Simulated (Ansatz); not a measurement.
# CsBiSe3 (model cell, started as cubic perovskite with Bi in the octahedra): following an unstable mode, part 3 of 3

Aim: this structure of CsBiSe3 (model cell, started as cubic perovskite with Bi in the octahedra) is to be tested for unstable modes, and one is followed downhill.

Ansatz 0.2.0; DFT PBE, scalar-relativistic, plane waves, PAW; PAW set soft_1.

So far. Step 4 (The mode frozen in, largest atomic shift 0.6 Å): The run ends at a pressure of -0.16 GPa, with forces up to 0.37 eV/Å. Step 5 (Energy along the mode, all amplitudes (two of the runs …): The lowest of the steps tried is the last one, at 0.6 Å, 13.0 meV/atom below the parent; the bottom of the well need not coincide with a step.

The structure was built from a prototype and need not be the compound's stable phase.

### Step 7. The new phase in its own primitive cell

The relaxed structure is symmetrised, reduced to its primitive cell and relaxed tightly, as its phonons need.

input.yaml reads:

```yaml
crystal:
  lattice:
    - [5.8658647457, -6.2376549668, 0.0]
    - [5.8658647457, 6.2376549668, 0.0]
    - [0.0, 0.0, 4.617180519]
  atoms:
    - { symbol: Cs, position: [0.7667214659, 0.7667214659, 0.0] }
    - { symbol: Cs, position: [0.2332785341, 0.2332785341, 0.0] }
    - { symbol: Bi, position: [0.2260820379, 0.7739179621, 0.5] }
    - { symbol: Bi, position: [0.7739179621, 0.2260820379, 0.5] }
    - { symbol: Se, position: [0.5, 0.0, 0.5] }
    - { symbol: Se, position: [0.0, 0.5, 0.5] }
    - { symbol: Se, position: [0.5, 0.5, 0.5] }
    - { symbol: Se, position: [0.0, 0.0, 0.5] }
    - { symbol: Se, position: [0.3662222722, 0.6337777278, 0.0] }
    - { symbol: Se, position: [0.6337777278, 0.3662222722, 0.0] }
kpoints:
  mp_grid: { grid: [4, 4, 8] }
hamiltonian:
  xc: pbe
  pseudopotentials: { kind: paw, azcp: { folder: soft_1 } }
scf:
  occupations: { method: methfessel_paxton, width: 0.2 }
output:
  forces: true
  stress: true
  eigenvalues: true
relax:
  adjacent_minimum: "off"
  f_tol: 0.001
  max_steps: 60
  cell: { stress_tol: 0.01 }
```

Run with:

```console
$ ansatz run input.yaml --threads 4 --pin off --max-ram 16384MiB --backend cpu --events-out ev --progress --plain --runs-dir out
```

Numbers of over 12 decimals in the logs are rounded to 6 here.

The log of the run:

```text
[...]
Crystal: 10 atoms, lattice volume = 337.878 Å³
Basis set: ecut = 420 eV, 6589 PW (Γ), exchange–correlation on 120×120×64 points (8 copies of the dense FFT grid, shifted against one another)
Bands: 87, of which v1, the nominal top of the filled ones, is band 72 counted from 1 (71 counted from 0)
Symmetry: 8 space group operations
[...]
k-points: 35 of 128
[...]
- { symbol: Cs, position: [0.233683, 0.233683, 0.0] }
    - { symbol: Bi, position: [0.225262, 0.774738, 0.5] }
    - { symbol: Bi, position: [0.774738, 0.225262, 0.5] }
    - { symbol: Se, position: [0.5, 2.7755575615628914e-17, 0.5] }
    - { symbol: Se, position: [2.7755575615628914e-17, 0.5, 0.5] }
    - { symbol: Se, position: [0.5, 0.5, 0.5] }
    - { symbol: Se, position: [0, 0, 0.5] }
    - { symbol: Se, position: [0.365931, 0.634069, 0.0] }
    - { symbol: Se, position: [0.634069, 0.365931, 0.0] }
[key lines of the parts left out:]
SCF converged after 7 iterations
Free energy (F): -68958.408190 eV
Fermi energy:    6.062164 eV
P = ⅓ Tr σ = 0.0019 GPa (0.019 kbar)
```

Elapsed: 2.6 min, on 4 threads of Arm Neoverse V1, shared host; peak memory 1.4 GiB.

The steps of the relaxation:

| step | energy less that of the first step (eV) | largest force component (eV/Å) | pressure (GPa) | volume (Å³) |
| --- | --- | --- | --- | --- |
| 1 | 0.0000 | 0.0230 | 0.02 | 337.88 |
| 2 | -0.0005 | 0.0107 | -0.01 | 338.05 |
| 3 | -0.0006 | 0.0040 | -0.01 | 338.04 |
| 4 | -0.0007 | 0.0034 | 0.00 | 337.94 |
| 5 | -0.0007 | 0.0015 | 0.00 | 337.81 |
| 6 | -0.0007 | 0.0007 | 0.00 | 337.76 |
| 7* | -0.0007 | 0.0007 | 0.00 | 337.76 |

Relaxation steps marked * repeat the geometry before them on a plane-wave basis chosen anew for their cell, so energy and pressure can jump there.

The run keeps the 8 symmetry operations that it works with, so distortions that break them were not tested.

| conventional cell, symmetrised | before | after | change |
| --- | --- | --- | --- |
| a (Å) | 11.732 | 11.714 | -0.2 % |
| b (Å) | 12.475 | 12.525 | +0.4 % |
| c (Å) | 4.617 | 4.604 | -0.3 % |
| volume (Å³/atom) | 33.79 | 33.78 | -0.0 % |

The atoms that moved most (Å, as changes of fractional coordinates times the final cell):

| atom | dx | dy | dz | length |
| --- | --- | --- | --- | --- |
| Bi4 | 0.000 | -0.010 | 0.000 | 0.010 |
| Bi3 | 0.000 | 0.010 | 0.000 | 0.010 |

This step gave:

```
pressure        : 0.001946 GPa
volume per atom : 33.78 Å³
```

The largest force component left is 0.66 meV/Å and the pressure is 0.002 GPa, within the tolerances set. The cell now holds 33.78 Å³/atom.

### Step 8. Modes of the new phase, k-mesh 4×4×8

A relaxed structure may still be a saddle point, so its zone-centre modes are computed. No field response is asked, since the mesh shows no gap.

input.yaml reads:

```yaml
crystal:
  lattice:
    - [5.85685615, -6.2623762752, 0.0]
    - [5.85685615, 6.2623762752, 0.0]
    - [0.0, 0.0, 4.6044433168]
  atoms:
    - { symbol: Cs, position: [0.7663168162, 0.7663168162, 0.0] }
    - { symbol: Cs, position: [0.2336831838, 0.2336831838, 0.0] }
    - { symbol: Bi, position: [0.2252617333, 0.7747382667, 0.5] }
    - { symbol: Bi, position: [0.7747382667, 0.2252617333, 0.5] }
    - { symbol: Se, position: [0.5, 0.0, 0.5] }
    - { symbol: Se, position: [0.0, 0.5, 0.5] }
    - { symbol: Se, position: [0.5, 0.5, 0.5] }
    - { symbol: Se, position: [0.0, 0.0, 0.5] }
    - { symbol: Se, position: [0.3659306517, 0.6340693483, 0.0] }
    - { symbol: Se, position: [0.6340693483, 0.3659306517, 0.0] }
kpoints:
  mp_grid: { grid: [4, 4, 8] }
hamiltonian:
  xc: pbe
  pseudopotentials: { kind: paw, azcp: { folder: soft_1 } }
scf:
  occupations: { method: methfessel_paxton, width: 0.2 }
output:
  eigenvalues: true
phonons:
  method: dfpt
```

The log of the run:

```text
zone centre: on kpoints.mp_grid the ground state, and the responses unless they are solved on pairs of k-points, stand on 50 of the mesh's 128 k-points, reduced under 2 symmetry operations, with k and −k counted as one. Each operation leaves every solved displacement unchanged or reverses it
[...]
Crystal: 10 atoms, lattice volume = 337.762 Å³
Basis set: ecut = 420 eV, 6589 PW (Γ), exchange–correlation on 120×120×64 points (8 copies of the dense FFT grid, shifted against one another)
Bands: 87, of which v1, the nominal top of the filled ones, is band 72 counted from 1 (71 counted from 0)
Symmetry: 8 space group operations
k-points: 50 of 128 (irreducible under 2 space group operations, time reversal used)
[...]
SCF iter   1: F=—  HF=-68964.317304 eV  |F-HF|=—  |Δ(HF+E_count)|=         —  Δρ=3.77e-2  dr2=2.09e1  ethr=3.10e-3  ⟨swp⟩=7.0  Hψ=17527  notcnv=0
[...]
SCF iter  15: F=-68958.408190 eV  HF=-68958.408190 eV  |F-HF|=0.00e0  |Δ(HF+E_count)|=  1.46e-11  S|Δr|=    0.00e0  Δρ=2.47e-8  dr2=4.73e-12  ethr=1.00e-12  ⟨swp⟩=14.4  Hψ=27763  notcnv=0
SCF 1 converged in 15 iterations: F = -68958.408190 eV  dr2 = 4.73e-12
[...]
DFPT response loops at Γ: preconditioner auto → Kerker (q_TF=auto, 2.367 Å⁻¹) (partly filled bands, converged f_vac=0.076); β = 1.00, the filter's whole step (`scf.mixing.beta` (0.50) is not read by the response loops under this deck's `scf.mixing.preconditioner`; to damp them name `kerker` or `kerker_dos`, under which they read `scf.mixing.beta`, and type it under 1.00, their step now; both keys bind the ground state too); Broyden in place of MSR1
SCF converged after 15 iterations
[...]
Free energy (F): -68958.408190 eV
[...]
Internal energy: -68958.410709 eV  (E = F + TS)
E sigma→0 (E₀):  -68958.408820 eV
Entropy (-TS):   0.002519 eV (0.252 meV/atom)
Fermi energy:    6.062164 eV
[...]
--- Band table (eV; the first three rows and the last of 50) ---
  k-point 0: bands = [... 68 lower, 5.7604, 5.8141, 5.9007, 6.1061, 6.6135, 6.7815, 6.9764, 7.0216, ... 11 higher]
  k-point 1: bands = [... 68 lower, 5.7303, 5.8210, 5.8688, 5.9371, 6.1840, 6.3751, 6.9680, 7.5656, ... 11 higher]
  k-point 2: bands = [... 68 lower, 5.6062, 5.6541, 5.7246, 5.8774, 6.0619, 6.3443, 6.9205, 8.5504, ... 11 higher]
  k-point 49: bands = [... 68 lower, 5.5264, 5.6752, 5.7750, 5.9278, 6.2290, 7.3896, 8.0762, 8.3110, ... 11 higher]
--- Phonons (Γ-DFPT): 18 representative perturbations + reference, on 50 of 128 k-points (Σ response iterations 67) ---
  k mesh reduced under 2 symmetry operations, with k and −k counted as one. Each operation leaves every solved displacement unchanged or reverses it
  ASR residual: 2.087e-4 → 0.000e0 eV/Å²; symmetrization residual: 8.743e-5 eV/Å²
  ASR residual per site (eV/Å²): 5.49e-5 5.49e-5 2.09e-4 2.09e-4 1.32e-4 1.32e-4 1.25e-4 1.37e-4 1.09e-4 1.09e-4
  Γ frequencies (cm⁻¹): -133.24 -79.26 -55.68 -53.36 -33.99 -33.01 0.00 0.00 0.00 27.89 30.05 40.31 42.23 46.62 48.30 51.13 55.08 61.03 72.33 76.23 77.02 79.54 79.85 86.07 98.49 102.13 104.45 104.63 123.33 142.87
  non-analytic LO–TO correction: not included (Born effective charges unavailable; polar crystals: no LO–TO splitting at Γ)
```

It took 20 min on 4 threads; peak memory 4.7 GiB.

Numbers from this step:

| Item | Value |
| --- | --- |
| sum-rule residual before enforcement | 2.09e-4 eV/Å² |
| point group | mmm |
| highest optical mode at the zone centre (no LO-TO term) | 142.9 cm⁻¹ |
| lowest optical zone-centre mode | -133.2 cm⁻¹ |

Patterns of degenerate modes are one choice out of their space. The modes at Γ (shares of kinetic energy by element, %) (negative means imaginary):

| mode | frequency (cm⁻¹) | symmetry | Cs % | Bi % | Se % |
| --- | --- | --- | --- | --- | --- |
| 1 | -133.2 | B3u | 0 | 38 | 61 |
| 2 | -79.3 | B1u | 1 | 0 | 99 |
| 3 | -55.7 | B3u | 4 | 9 | 87 |
| 4 | -53.4 | B1g | 20 | 8 | 73 |
| 5 | -34.0 | B2u | 2 | 5 | 92 |
| 6 | -33.0 | B3g | 0 | 34 | 66 |
| 7 | 0.0 | acoustic | 23 | 36 | 41 |
| 8 | 0.0 | acoustic | 23 | 36 | 41 |
| 9 | 0.0 | acoustic | 23 | 36 | 41 |
| 10 | 27.9 | B1u | 23 | 29 | 48 |
| 11 | 30.1 | Au | 0 | 0 | 100 |
| 12 | 40.3 | B2u | 30 | 23 | 47 |
| 13 | 42.2 | B1u | 26 | 0 | 74 |
| 14 | 46.6 | B1g | 56 | 40 | 3 |
| 15 | 48.3 | B2g | 100 | 0 | 0 |
| 16 | 51.1 | B3u | 3 | 7 | 89 |
| 17 | 55.1 | B3u | 11 | 9 | 80 |
| 18 | 61.0 | B2u | 42 | 0 | 58 |
| 19 | 72.3 | Ag | 73 | 19 | 8 |
| 20 | 76.2 | B2u | 2 | 4 | 94 |
| 21 | 77.0 | B3u | 5 | 0 | 95 |
| 22 | 79.5 | B1g | 24 | 52 | 24 |
| 23 | 79.8 | B1u | 27 | 1 | 72 |
| 24 | 86.1 | B3g | 0 | 66 | 34 |
| 25 | 98.5 | Ag | 24 | 72 | 3 |
| 26 | 102.1 | B2u | 0 | 31 | 69 |
| 27 | 104.5 | B3u | 52 | 0 | 47 |
| 28 | 104.6 | B1u | 0 | 33 | 66 |
| 29 | 123.3 | Ag | 3 | 9 | 89 |
| 30 | 142.9 | B2u | 0 | 0 | 100 |

Displacements in mode 1 (-133.2 cm⁻¹), the largest set to 1:
```
Cs1  0.04  0.00  0.00
Cs2  0.04  0.00  0.00
Bi3 -0.50  0.00  0.00
Bi4 -0.50  0.00  0.00
Se5  1.00 -0.20  0.00
Se6  1.00  0.20  0.00
Se7  0.20  0.00  0.00
Se8  0.17  0.00  0.00
Se9  0.07  0.00  0.00
Se10 0.07  0.00  0.00
```

Displacements in mode 5 (-34.0 cm⁻¹), the largest set to 1:
```
Cs1  0.00 -0.11  0.00
Cs2  0.00 -0.11  0.00
Bi3  0.00  0.13  0.00
Bi4  0.00  0.13  0.00
Se5 -0.16 -0.03  0.00
Se6  0.16 -0.03  0.00
Se7  0.00  1.00  0.00
Se8  0.00 -0.27  0.00
Se9  0.00 -0.50  0.00
Se10 0.00 -0.50  0.00
```

Before it was imposed, the acoustic sum rule was missed by 2.1e-4 eV/Å². Small misses are needed for a sound result but don't prove that mesh and cutoff are converged. The lowest optical mode is imaginary, 133.2i cm⁻¹, so the energy falls along it.

### Step 9. Outcome

* unstable mode of the parent: q = (0, -0.5, -0.5), 59i cm⁻¹
* depth at the lowest point sampled: 13.0 meV/atom
* largest atomic shift at that point: 0.6 Å
* space group reached (within 0.01 Å): Cmmm
* energy gained over the parent (first relaxation, on the mesh of the frozen mode): 77.2 meV/atom
* volume per atom, phase reached: 33.8 Å³
* lowest optical zone-centre mode, phase reached: -133 cm⁻¹
* highest optical mode at the zone centre (no LO-TO term), phase reached: 143 cm⁻¹

In words: Along this mode the structure falls into Cmmm, 77.2 meV/atom below the parent. At the parent's cell the well is 13.02 meV/atom deep on the steps tried, with its lowest point at a shift of 0.6 Å. That is the last step tried, so the steps alone don't bracket the bottom of the well. Relaxing atoms and cell changes the gain by +64.21 meV/atom against the lowest step (energies at zero smearing). Most of the total comes from this relaxation. The new phase still has an imaginary mode at the zone centre of its cell, so it is a saddle point on the way to a lower structure. Of the 4 patterns followed to their end from this parent, this one ends 25.5 meV/atom above the lowest, Pmma. Each path keeps the symmetry of its pattern, so a lower phase may lie along a pattern not tried. With no gap, or one that is small against the smearing, the frequencies hang on the k mesh and the smearing, most of all near Kohn anomalies. A semilocal functional can close a gap that the real compound would have, so the metallic treatment may be an artefact of the level. Spin-orbit coupling is left out, which can matter for the heavy elements here. The starting cell was built on a prototype and not taken from a measurement, so the phase need not exist.

[Logs are printed without paths, hosts, clocks, repeated set-up lines and the standing remarks that a program may print on its own settings, such as how far it seeks lower states.]

[Hosts, paths, dates, database ids (printed as entryN), source tags and the programs' standing remarks are cut or masked in the printed files.]
